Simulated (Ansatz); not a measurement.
# Resistivity from frozen vibrations: Ru(0001) with 2 thermally displaced layers, 2x2

How much do lattice vibrations at 273 K scatter the electrons of Ru? Layers with random displacements are laid between perfect leads, and the resistance is followed against their length.

Calculated with Ansatz 0.2.0; Ansatz plane-wave DFT, PBE, PAW files; ballistic transport by layer matching (Landauer), zero bias; PAW set soft_1.

## (1) Starting point

The cell holds 48 atoms: 48 Ru. Cell: a = 5.412 Å, b = 5.412 Å, c = 25.691 Å, α = 90.0°, β = 90.0°, γ = 120.0°. It derives from Ru. Regions: lead, 40 atoms (40 Ru); scattering region, 8 atoms (8 Ru). The structure is stacked along c, and the current runs across the ab planes.

## (2) With 2 displaced layers

Each atom of 2 layers is moved at random, by amounts drawn from a normal law 0.0351 Å wide in each direction from the Debye model (600 K) at 273 K. The layers about the cell's end stay perfect and serve as the lead. Disorder leaves little or no symmetry, which makes such runs dear. Energies from -0.05 to 0.05 eV in steps of 0.05 eV are too few for the program's thermal sum, so it prints no conductance; for a metal the transmission near the Fermi level serves, at a fraction of the cost.

Input file input.yaml:

```yaml
crystal:
  lattice:
    - [5.4116, 0.0, 0.0]
    - [-2.7058, 4.6865830751, 0.0]
    - [0.0, 0.0, 25.6914]
  atoms:
    - { symbol: Ru, position: [0.1666666667, 0.3333333333, 0.0416666667] }
    - { symbol: Ru, position: [0.1666666667, 0.8333333333, 0.0416666667] }
    - { symbol: Ru, position: [0.6666666667, 0.3333333333, 0.0416666667] }
    - { symbol: Ru, position: [0.6666666667, 0.8333333333, 0.0416666667] }
    - { symbol: Ru, position: [0.3333333333, 0.1666666667, 0.125] }
    - { symbol: Ru, position: [0.3333333333, 0.6666666667, 0.125] }
    - { symbol: Ru, position: [0.8333333333, 0.1666666667, 0.125] }
    - { symbol: Ru, position: [0.8333333333, 0.6666666667, 0.125] }
    - { symbol: Ru, position: [0.1666666667, 0.3333333333, 0.2083333333] }
    - { symbol: Ru, position: [0.1666666667, 0.8333333333, 0.2083333333] }
    - { symbol: Ru, position: [0.6666666667, 0.3333333333, 0.2083333333] }
    - { symbol: Ru, position: [0.6666666667, 0.8333333333, 0.2083333333] }
    - { symbol: Ru, position: [0.3333333333, 0.1666666667, 0.2916666667] }
    - { symbol: Ru, position: [0.3333333333, 0.6666666667, 0.2916666667] }
    - { symbol: Ru, position: [0.8333333333, 0.1666666667, 0.2916666667] }
    - { symbol: Ru, position: [0.8333333333, 0.6666666667, 0.2916666667] }
    - { symbol: Ru, position: [0.1666666667, 0.3333333333, 0.375] }
    - { symbol: Ru, position: [0.1666666667, 0.8333333333, 0.375] }
    - { symbol: Ru, position: [0.6666666667, 0.3333333333, 0.375] }
    - { symbol: Ru, position: [0.6666666667, 0.8333333333, 0.375] }
    - { symbol: Ru, position: [0.3372063296, 0.1745012113, 0.4593464374] }
    - { symbol: Ru, position: [0.344090149, 0.678789647, 0.4566863876] }
    - { symbol: Ru, position: [0.8243219132, 0.1567762483, 0.4581861297] }
    - { symbol: Ru, position: [0.8397287768, 0.6665022994, 0.4590107686] }
    - { symbol: Ru, position: [0.1548247785, 0.3344346937, 0.5404276668] }
    - { symbol: Ru, position: [0.1815020099, 0.839974927, 0.5429635988] }
    - { symbol: Ru, position: [0.6685862961, 0.3379230457, 0.5425654283] }
    - { symbol: Ru, position: [0.6625705888, 0.8296085249, 0.5415098724] }
    - { symbol: Ru, position: [0.3333333333, 0.1666666667, 0.625] }
    - { symbol: Ru, position: [0.3333333333, 0.6666666667, 0.625] }
    - { symbol: Ru, position: [0.8333333333, 0.1666666667, 0.625] }
    - { symbol: Ru, position: [0.8333333333, 0.6666666667, 0.625] }
    - { symbol: Ru, position: [0.1666666667, 0.3333333333, 0.7083333333] }
    - { symbol: Ru, position: [0.1666666667, 0.8333333333, 0.7083333333] }
    - { symbol: Ru, position: [0.6666666667, 0.3333333333, 0.7083333333] }
    - { symbol: Ru, position: [0.6666666667, 0.8333333333, 0.7083333333] }
    - { symbol: Ru, position: [0.3333333333, 0.1666666667, 0.7916666667] }
    - { symbol: Ru, position: [0.3333333333, 0.6666666667, 0.7916666667] }
    - { symbol: Ru, position: [0.8333333333, 0.1666666667, 0.7916666667] }
    - { symbol: Ru, position: [0.8333333333, 0.6666666667, 0.7916666667] }
    - { symbol: Ru, position: [0.1666666667, 0.3333333333, 0.875] }
    - { symbol: Ru, position: [0.1666666667, 0.8333333333, 0.875] }
    - { symbol: Ru, position: [0.6666666667, 0.3333333333, 0.875] }
    - { symbol: Ru, position: [0.6666666667, 0.8333333333, 0.875] }
    - { symbol: Ru, position: [0.3333333333, 0.1666666667, 0.9583333333] }
    - { symbol: Ru, position: [0.3333333333, 0.6666666667, 0.9583333333] }
    - { symbol: Ru, position: [0.8333333333, 0.1666666667, 0.9583333333] }
    - { symbol: Ru, position: [0.8333333333, 0.6666666667, 0.9583333333] }
kpoints:
  mp_grid: { grid: [5, 5, 1] }
hamiltonian:
  xc: pbe
  pseudopotentials: { kind: paw, azcp: { folder: soft_1 } }
scf:
  occupations: { method: fermi_dirac, width: 0.1 }
output:
  transmission:
    leads: [[0, 8]]
    kmesh: [10, 10]
    e_range: [-0.05, 0.05]
    de: 0.05
  write_potential: true
  write_density: true
  volumetric_format: npy
  elf: true
```

Launch:

```bash
$ ansatz run input.yaml --threads 4 --pin off --max-ram 15360MiB --backend cpu --events-out ev --progress --plain --runs-dir out
```

Numbers of over 12 decimals in the logs are rounded to 6 here.

What it wrote:

```text
Engine: ansatz 0.2.0, aarch64-unknown-linux-gnu
Pseudopotentials: kind: paw
Pseudopotential: Ru, paw, valence charge 16, recommended cutoff 420 eV (normal), soft_1/Ru.paw.azcp
Functional definition: PBE
  parameter kappa = 0.804
  parameter beta = 0.066725
  exchange = pbe_x(kappa = kappa, mu = beta*pi^2/3)
  correlation = pbe_c(beta = beta)
Crystal: 48 atoms, lattice volume = 651.583 Å³
Basis set: ecut = 420 eV, 12691 PW (Γ)
Bands: 461, of which v1, the nominal top of the filled ones, is band 384 counted from 1 (383 counted from 0)
Symmetry: 1 space group operations
Space group: P1 (ITA 1), of the structure as read, at distance tolerance 8.7e-5 Å
k-points: 13 of 25 (time reversal used)
Non-local potential: Ru, projectors of the file, l = 0: 3, l = 1: 2, l = 2: 2, l = 3: 1
PAW form: soft (Blöchl's): semilocal exchange-correlation on the pseudo side does not see the compensation charge
PAW one-centre angular grid: Ru, 590 points (default); XC on 64 Gauss nodes
Initial density: superposition of atomic densities (chi_scale 0.1, normalization cell)
Initial wavefunctions: pseudopotential atomic-orbital guess
Functional: x = pbe(κ = 0.804, μ = 0.219515), c = pbe(β = 0.066725)
SCF iter   1: F=—  HF=-282208.932586 eV  |F-HF|=—  |Δ(HF+E_count)|=         —  Δρ=1.22e-1  dr2=9.33e1  ethr=3.10e-3  ⟨swp⟩=5.0  Hψ=19100  notcnv=0  defer=3
preconditioner: auto → Kerker (q_TF=auto, 2.804 Å⁻¹)  [metal: Δε(μ)=0.070 eV  Ē_g=5.263 eV  σ=0.100 eV  W_gap=0.17  n_scr=268 (ndim 8)  ℏωp=28.5 eV  f_vac=0.000  D(μ)=40.27/eV (n_scr^D=392)]
SCF iter   2: F=—  HF=-282185.485923 eV  |F-HF|=—  |Δ(HF+E_count)|=    2.34e1  Δρ=5.91e-2  dr2=2.12e1  ethr=3.10e-3  ⟨swp⟩=2.8  Hψ=12034  notcnv=0  defer=55
SCF iter   3: F=—  HF=-282179.156043 eV  |F-HF|=—  |Δ(HF+E_count)|=    6.33e0  Δρ=9.53e-3  dr2=2.65e-1  ethr=2.76e-3  ⟨swp⟩=2.0  Hψ=9312  notcnv=0  defer=55
SCF iter   4: F=—  HF=-282179.207053 eV  |F-HF|=—  |Δ(HF+E_count)|=   5.10e-2  Δρ=1.07e-3  dr2=4.51e-3  ethr=3.45e-5  ⟨swp⟩=2.1  Hψ=11251  notcnv=0  defer=55
SCF iter   5: F=—  HF=-282179.207867 eV  |F-HF|=—  |Δ(HF+E_count)|=   8.14e-4  Δρ=2.21e-4  dr2=1.84e-4  ethr=5.87e-7  ⟨swp⟩=3.0  Hψ=13335  notcnv=0  defer=55
SCF iter   6: F=—  HF=-282179.207858 eV  |F-HF|=—  |Δ(HF+E_count)|=   9.64e-6  Δρ=4.84e-5  dr2=1.16e-5  ethr=2.39e-8  ⟨swp⟩=2.5  Hψ=10097  notcnv=0  defer=55
SCF iter   7: F=—  HF=-282179.209197 eV  |F-HF|=—  |Δ(HF+E_count)|=   1.34e-3  Δρ=1.09e-5  dr2=7.40e-7  ethr=1.51e-9  ⟨swp⟩=2.0  Hψ=8422  notcnv=0  defer=55
SCF iter   8: F=-282179.209197 eV  HF=-282179.209197 eV  |F-HF|=1.55e-8  |Δ(HF+E_count)|=   1.14e-7  Δρ=1.64e-6  dr2=2.33e-8  ethr=1.30e-11  ⟨swp⟩=8.3  Hψ=13884  notcnv=0
SCF 1 converged in 8 iterations: F = -282179.209197 eV  dr2 = 2.33e-8
  greatest PAW one-centre occupation: 1.000 electrons in one spin orbital (limit 2), on the Ru atom at site 21 (counted from 0), in its partial waves of l = 0
transmission: 251 of 2496 steps passed
transmission: 500 of 2496 steps passed
[...]
transmission: 2496 of 2496 steps passed
SCF converged after 8 iterations
Free energy (F): -282179.209197 eV
Harris-Foulkes:  -282179.209197 eV  (|F-HF|=1.55e-8)
Internal energy: -282177.683736 eV  (E = F + TS)
E sigma→0 (E₀):  -282178.446467 eV
Entropy (-TS):   -1.525460 eV (-31.780 meV/atom)
Fermi energy:    23.337184 eV
--- Per-component energies (eV) ---
  E_band       = -2694.502013
  E_kinetic    = 22101.411304
  E_local      = -60958.173885  (includes V_loc(G=0)·N_el)
  E_nonlocal   = 19798.505029
  E_hartree    = 20211.025835
  E_xc         = -8167.874997
  E_vxc        = -10329.904137  (∫ρ·V_xc dr)
  E_paw        = -168071.667873  (= ΣΔE_a)
  E_vpaw       = -13728.428919  (= ΣTr[D̂ρ^β])
  E_aug_tail   = 0.030050  (compensation charges beyond the density's cutoff)
  E_ewald      = -107090.939199
  E_smearing   = -1.525460  (= −TS)
  E_closure    = 0.000000  (closes the sum)
  Σ components = -282179.209197   (vs F -282179.209197, Δ=0.00e0)
--- Band table (eV; the first three rows and the last of 13) ---
  k-point 0: bands = [... 380 lower, 23.8752, 23.8807, 24.3561, 24.3645, 24.3717, 24.3756, 24.4901, 24.5125, ... 73 higher]
  k-point 1: bands = [... 380 lower, 23.4801, 23.4911, 23.5004, 23.8289, 23.8330, 24.0179, 24.0259, 24.1147, ... 73 higher]
  k-point 2: bands = [... 380 lower, 22.9627, 23.0075, 23.0173, 23.1000, 23.1761, 23.1812, 23.3657, 23.3701, ... 73 higher]
  k-point 12: bands = [... 380 lower, 23.0900, 23.1213, 23.1328, 23.3194, 23.3328, 23.3703, 23.3720, 23.3774, ... 73 higher]
--- Transmission ---
  basis      : 223 plane waves across, 48 finite elements along
  points     : 52, standing for a mesh of 10 x 10
  energies   : 3 from -0.050000 to 0.050000 eV about the Fermi level, 0.050000 eV apart; the leads are filled to 0.000000 eV, and channels, transmission and decay are at 0.000000 eV
  crystal 0  : Ru8, at the sites [0, 8], period 4.2819 Å, over 21.41 Å; its Hamiltonian steps by up to 2.4 meV
    offset         : up to 0.0000 Å between an atom of the period and one for which it stands
    channels       : 4.940000e0 a spin
    conductance    : none, the energies end too early or step too widely for 300 K: set another output.transmission.e_range or a lower de, or, where they end at an eighth of basis.ecutwfc, a higher one
  junction   : crystal 0 to crystal 0, 0.70 to 22.11 Å
    transmission   : 4.820570e0 a spin
    conductance    : none, the energies end too early or step too widely for 300 K: set another output.transmission.e_range or a lower de, or, where they end at an eighth of basis.ecutwfc, a higher one
```

The job ended after 10 min (4 threads of Arm Neoverse V1, shared host; peak memory 6.4 GiB).

In the SCF lines HF is the Harris–Foulkes energy and dr2 the Hartree energy of the density residual, in eV; the loop may stop once dr2 is under the threshold and the program's other checks hold. Hψ counts applications of the Hamiltonian.

This step gave:

| Item | Value |
| --- | --- |
| free energy | -282179.2092 eV |
| energy at zero smearing | -282178.4465 eV |
| Fermi energy | 23.34 eV |
| cell area | 25.36 Å² |
| transmission per spin nearest the Fermi level | 4.821 |
| open channels per spin nearest the Fermi level | 4.94 |
| step of the lead's potential | 2.4 meV |

Per spin. Transmission, zone mean against energy, zero at the Fermi level:

```
energy (eV)  transmission, zone mean
    -0.0500                     5.05
     0.0000                     4.82
     0.0500                     5.39
```

Per spin. Table of open channels, zone mean, lead by energy, zero at the Fermi level:

```
energy (eV)  open channels, zone mean, lead
    -0.0500                            5.16
     0.0000                            4.94
     0.0500                            5.64
```

Transmission over k1 and k2. At 0.0000 eV from the Fermi level.

Ten even steps from '0' (2.0) to '9' (11.9):
```
0122210000
1222222100
1224642210
0226996220
3124999421
0022699622
1012246422
1001222222
0000012221
3011030110
```
Columns: k1 (b1) from -0.5 to 0.4; rows upwards: k2 (b2) from -0.5 to 0.4.

Open channels over k1 and k2. At 0.0000 eV from the Fermi level.

Values, 10 rows by 10 columns:
```
 2.0  4.0  5.0  5.0  5.0  4.0  2.0  3.0  2.0  3.0
 3.0  5.0  5.0  5.0  5.0  5.0  5.0  3.0  2.0  2.0
 3.0  5.0  5.0  7.0  9.0  7.0  5.0  5.0  3.0  3.0
 2.0  5.0  5.0  9.0 12.0 12.0  9.0  5.0  5.0  3.0
 6.0  4.0  5.0  7.0 12.0 12.0 12.0  7.0  5.0  4.0
 2.0  3.0  5.0  5.0  9.0 12.0 12.0  9.0  5.0  5.0
 3.0  3.0  3.0  5.0  5.0  7.0  9.0  7.0  5.0  5.0
 3.0  2.0  2.0  3.0  5.0  5.0  5.0  5.0  5.0  5.0
 2.0  3.0  2.0  3.0  2.0  4.0  5.0  5.0  5.0  4.0
 6.0  2.0  3.0  3.0  2.0  6.0  2.0  3.0  3.0  2.0
```
Columns: k1 (b1) from -0.5 to 0.4; rows upwards: k2 (b2) from -0.5 to 0.4.

ELF in the ca plane at fractional y = 0.157, with atoms of Ru within 0.2 Å of it. It is the smooth field of the valence electrons, not physical close to the nuclei.

Ten even steps from '0' (0.22) to '9' (0.60), each cell a mean:
```
10011158731200011268621101011278621100011378
21121399971221220599961211221699951221221799
21221498981221220697970221221698950221211798
11111279951210121389941210121489831210121599
12211013211112201023201012101023201022111123
14410111111024300111111024201111110034201111
13201111101013201112101013201011111023101011
10011158731200011168731111121278621100011378
21121399971221220499970221221699951221221799
21221498981221220598971221221698950221211798
11111279951210121279841210121489831210121599
12211013211112201013201112111023201022111123
14410111111024300111121034201111110034201111
13201111101013201111111023201011111023101011
```
Columns run along c (16.0 Å, from fractional 0.19 to 0.81 of the cell), rows up along a (5.4 Å). Atoms in or near the plane, at fractional coordinates: Ru at (0.29, 0.33), Ru at (0.29, 0.83), Ru at (0.46, 0.34), Ru at (0.46, 0.82), Ru at (0.62, 0.33), Ru at (0.62, 0.83), Ru at (0.79, 0.33), Ru at (0.79, 0.83).

Valence density in the ca plane at fractional y = 0.157, with atoms of Ru within 0.2 Å of it. It is the smooth field of the valence electrons, not physical close to the nuclei.

Ten even steps from '0' (0 e/Å³) to '9' (11 e/Å³), each cell a mean:
```
00000013200000000013200000000023200000000023
00000158720000000158620000000268610000000278
00000159830000000169720000000279610000000389
00000024410000000035310000000134300000000144
00000000000000000000000000000000000000000000
01000000000001000000000001000000000001000000
00000000000000000000000000000000000000000000
00000013200000000013200000000023200000000023
00000158720000000158620000000268610000000278
00000159830000000169720000000279610000000389
00000024410000000024310000000134300000000144
00000000000000000000000000000000000000000000
01000000000001000000000001000000000001000000
00000000000000000000000000000000000000000000
```
Columns run along c (16.0 Å, from fractional 0.19 to 0.81 of the cell), rows up along a (5.4 Å). Atoms in or near the plane, at fractional coordinates: Ru at (0.29, 0.33), Ru at (0.29, 0.83), Ru at (0.46, 0.34), Ru at (0.46, 0.82), Ru at (0.62, 0.33), Ru at (0.62, 0.83), Ru at (0.79, 0.33), Ru at (0.79, 0.83).

Electrostatic potential energy in the ca plane at fractional y = 0.157, with atoms of Ru within 0.2 Å of it. With pseudopotentials it is smooth inside the atoms' cores, unlike the true potential.

Values in eV, 8 rows by 16 columns, each cell a mean:
```
 20  20 -31  -8  21  21 -11 -26  20  20   7 -41  14  20  19 -36
 23  19 -51 -23  23  23 -28 -48  21  23  -1 -62   9  23  16 -57
 11  19   3  12  15  15  10   2  20  12  18  -1  20  10  20   1
  4  18  18  21  10  11  21  19  18   6  22  17  21   3  20  18
 20  20 -31  -8  21  21 -10 -30  21  20   7 -41  14  20  19 -36
 23  19 -51 -23  23  23 -24 -49  20  23  -1 -62   9  23  16 -57
 11  19   3  12  15  16  12   4  19  14  18  -1  20  10  20   1
  4  18  18  21  10  11  21  19  16   5  22  17  21   3  20  18
```
Columns run along c (16.0 Å, from fractional 0.19 to 0.81 of the cell; values clipped at the 3rd and 97th percentile), rows up along a (5.4 Å). Atoms in or near the plane, at fractional coordinates: Ru at (0.29, 0.33), Ru at (0.29, 0.83), Ru at (0.46, 0.34), Ru at (0.46, 0.82), Ru at (0.62, 0.33), Ru at (0.62, 0.83), Ru at (0.79, 0.33), Ru at (0.79, 0.83).

Over the solved energies the transmission per spin lies between 4.82 and 5.39, out of 5.25 channels of the lead on average (up to 5.64).

(Part 1 of 2 ends here.)

[Logs are printed without paths, hosts, clocks, repeated set-up lines and the standing remarks that a program may print on its own settings, such as how far it seeks lower states.]

[Hosts, paths, dates, database ids (printed as entryN), source tags and the programs' standing remarks are cut or masked in the printed files.]
